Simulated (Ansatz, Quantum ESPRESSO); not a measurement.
# AlN (P6_3mc): third-order response, part 3 of 4

Wanted: vibrational spectra of AlN (P6_3mc) from linear and non-linear response.

Quantum ESPRESSO 8.0 development, patched; DFT LDA, scalar-relativistic, plane waves, PseudoDojo norm-conserving pseudopotentials.

So far. Step 5 (Linear response at Γ): The acoustic modes at Γ come out as far as 1.3 cm⁻¹ from zero, where they should vanish, a small numerical error; the Born charges miss their sum rule by 0.0011 e, which is good. Step 6 (Modes with the sum rule): The rule moves no optical mode by more than 0.1 cm⁻¹. The relaxed cell has a = 3.082, c = 4.933 Å (conventional setting).

The database entry behind the starting cell differs from later determinations by our own check (inner coordinate u about 0.002 short), so it need not match the best structure at ambient conditions.

### Step 9. Modes along a direction of q (1 0 0)

A longitudinal polar mode sets up a macroscopic field that stiffens it; the term hangs on the direction from which q goes to zero.

dynmat.in reads:

```
&input
   fildyn = 'g.dyn'
   asr = 'crystal'
   fileig = 'dynmat.eig'
   q(1) = 1.0
   q(2) = 0.0
   q(3) = 0.0
/
```

The run is started by

```
dynmat.x -in dynmat.in > dynmat.out
```

The log of the run:

```text
[banner, memory and clock lines left out]
Program DYNMAT v.8.0dev

     Reading Dynamical Matrix from file g.dyn
     ...Force constants read
     ...epsilon and Z* read
     ...Raman cross sections read
     Acoustic Sum Rule: || Z*(ASR) - Z*(orig)|| =    7.716610E-04
     Acoustic Sum Rule: ||dyn(ASR) - dyn(orig)||=    8.120175E-06

     Polarizability (A^3 units)
     multiply by 0.467163 for Clausius-Mossotti correction (not under assume_isolated = 'mt')
        10.817948    0.000000    0.000000
         0.000000   10.817948   -0.000000
         0.000000   -0.000000   11.518865

     IR activities are in (D/A)^2/amu units
     Raman activities are in A^4/amu units
     multiply Raman by 0.047629 for Clausius-Mossotti correction (not under assume_isolated = 'mt')

# mode   [cm-1]    [THz]      IR          Raman   depol.fact
    1     -0.00   -0.0000    0.0000         0.0000    0.7500
    2      0.00    0.0000    0.0000         0.0000    0.7451
    3      0.00    0.0000    0.0000         0.0000    0.1579
    4    241.55    7.2415    0.0000         0.0580    0.7500
    5    241.55    7.2415    0.0000         0.0580    0.7500
    6    554.79   16.6322    0.0000         0.0000    0.7498
    7    625.24   18.7443   35.6867        21.0784    0.7474
    8    672.69   20.1668    0.0000         9.7211    0.7500
    9    672.69   20.1668    0.0000         9.7211    0.7500
   10    683.45   20.4892   31.4902         5.0173    0.7500
   11    735.80   22.0587    0.0000         0.0000    0.7397
   12    920.63   27.5998   31.4902         5.0173    0.7500

[end of the log left out, with the tail of the file of modes that dynmat.x writes under the same name]
```

Run time: 0.68 s. Hardware: 1 thread of Intel Xeon at 2.70GHz, shared host.

Read from the output:

* highest mode moved by the LO-TO term: 920.6 cm⁻¹

Zone-centre frequencies as printed; negative means imaginary. Modes:

```csv
mode,frequency (cm⁻¹)
1,0
2,0
3,0
4,241.6
5,241.6
6,554.8
7,625.2
8,672.7
9,672.7
10,683.5
11,735.8
12,920.6
```

The field moves one mode, from 684 to 921 cm⁻¹; the others stay.

### Step 10. The LO-TO splitting (0 0 1)

dynmat.in reads:

```
&input
   fildyn = 'g.dyn'
   asr = 'crystal'
   fileig = 'dynmat.eig'
   q(1) = 0.0
   q(2) = 0.0
   q(3) = 1.0
/
```

The run is started by

```
dynmat.x -in dynmat.in > dynmat.out
```

The log of the run:

```text
[banner, memory and clock lines left out]
Program DYNMAT v.8.0dev

     Reading Dynamical Matrix from file g.dyn
     ...Force constants read
     ...epsilon and Z* read
     ...Raman cross sections read
     Acoustic Sum Rule: || Z*(ASR) - Z*(orig)|| =    7.716610E-04
     Acoustic Sum Rule: ||dyn(ASR) - dyn(orig)||=    8.120175E-06

     Polarizability (A^3 units)
     multiply by 0.467163 for Clausius-Mossotti correction (not under assume_isolated = 'mt')
        10.817948    0.000000    0.000000
         0.000000   10.817948   -0.000000
         0.000000   -0.000000   11.518865

     IR activities are in (D/A)^2/amu units
     Raman activities are in A^4/amu units
     multiply Raman by 0.047629 for Clausius-Mossotti correction (not under assume_isolated = 'mt')

# mode   [cm-1]    [THz]      IR          Raman   depol.fact
    1     -0.00   -0.0000    0.0000         0.0000    0.3441
    2      0.00    0.0000    0.0000         0.0000    0.1831
    3      0.00    0.0000    0.0000         0.0000    0.7499
    4    241.55    7.2415    0.0000         0.0580    0.7500
    5    241.55    7.2415    0.0000         0.0580    0.7500
    6    554.79   16.6322    0.0000         0.0000    0.7405
    7    672.69   20.1668    0.0000         9.7211    0.7500
    8    672.69   20.1668    0.0000         9.7211    0.7500
    9    683.45   20.4892   31.4902         5.0173    0.7500
   10    683.45   20.4892   31.4902         5.0173    0.7500
   11    735.80   22.0587    0.0000         0.0000    0.7358
   12    895.32   26.8411   35.6867        21.0784    0.7474

[end of the log left out, with the tail of the file of modes that dynmat.x writes under the same name]
```

It took 0.69 s on 1 thread.

Numbers from this step:

```
highest mode moved by the LO-TO term : 895.3 cm⁻¹
```

Zone-centre frequencies as printed; negative means imaginary. Modes:

```csv
mode,frequency (cm⁻¹)
1,0
2,0
3,0
4,241.6
5,241.6
6,554.8
7,672.7
8,672.7
9,683.5
10,683.5
11,735.8
12,895.3
```

The field moves one mode, from 625 to 895 cm⁻¹; the others stay.

### Step 11. Modes along a direction of q (1 1 1)

dynmat.in reads:

```
&input
   fildyn = 'g.dyn'
   asr = 'crystal'
   fileig = 'dynmat.eig'
   q(1) = 1.0
   q(2) = 1.0
   q(3) = 1.0
/
```

The run is started by

```
dynmat.x -in dynmat.in > dynmat.out
```

The log of the run:

```text
[banners, grids, parts of the stress and lines that vanish by symmetry left out]
[banner, memory and clock lines left out]
Program DYNMAT v.8.0dev

     Reading Dynamical Matrix from file g.dyn
     ...Force constants read
     ...epsilon and Z* read
     ...Raman cross sections read
     Acoustic Sum Rule: || Z*(ASR) - Z*(orig)|| =    7.716610E-04
     Acoustic Sum Rule: ||dyn(ASR) - dyn(orig)||=    8.120175E-06

     Polarizability (A^3 units)
     multiply by 0.467163 for Clausius-Mossotti correction (not under assume_isolated = 'mt')
        10.817948    0.000000    0.000000
         0.000000   10.817948   -0.000000
         0.000000   -0.000000   11.518865

     IR activities are in (D/A)^2/amu units
     Raman activities are in A^4/amu units
     multiply Raman by 0.047629 for Clausius-Mossotti correction (not under assume_isolated = 'mt')

# mode   [cm-1]    [THz]      IR          Raman   depol.fact
    1     -0.00   -0.0000    0.0000         0.0000    0.4024
    2      0.00    0.0000    0.0000         0.0000    0.1748
[...]
11    735.80   22.0587    0.0000         0.0000    0.7464
   12    913.04   27.3722   32.6642         9.5105    0.7484

[end of the log left out, with the tail of the file of modes that dynmat.x writes under the same name]
```

Wall time 0.69 s (1 thread).

Numbers from this step:

| Item | Value |
| --- | --- |
| highest mode moved by the LO-TO term | 913.0 cm⁻¹ |

Zone-centre frequencies as printed; negative means imaginary. Modes:

```
mode  frequency (cm⁻¹)
   1                 0
   2                 0
   3                 0
   4             241.6
   5             241.6
   6             554.8
   7             644.4
   8             672.7
   9             672.7
  10             683.5
  11             735.8
  12               913
```

The field moves 2 modes; the highest of them now lies at 913 cm⁻¹, where the highest that moved away lay at 684.

(Part 3 of 4 ends here.)

[Host names and launcher messages were left out of these logs when they were recorded.]

[Logs are printed without paths, hosts, clocks, repeated set-up lines and the standing remarks that a program may print on its own settings, such as how far it seeks lower states.]

[Hosts, paths, dates, database ids (printed as entryN), source tags and the programs' standing remarks are cut or masked in the printed files.]
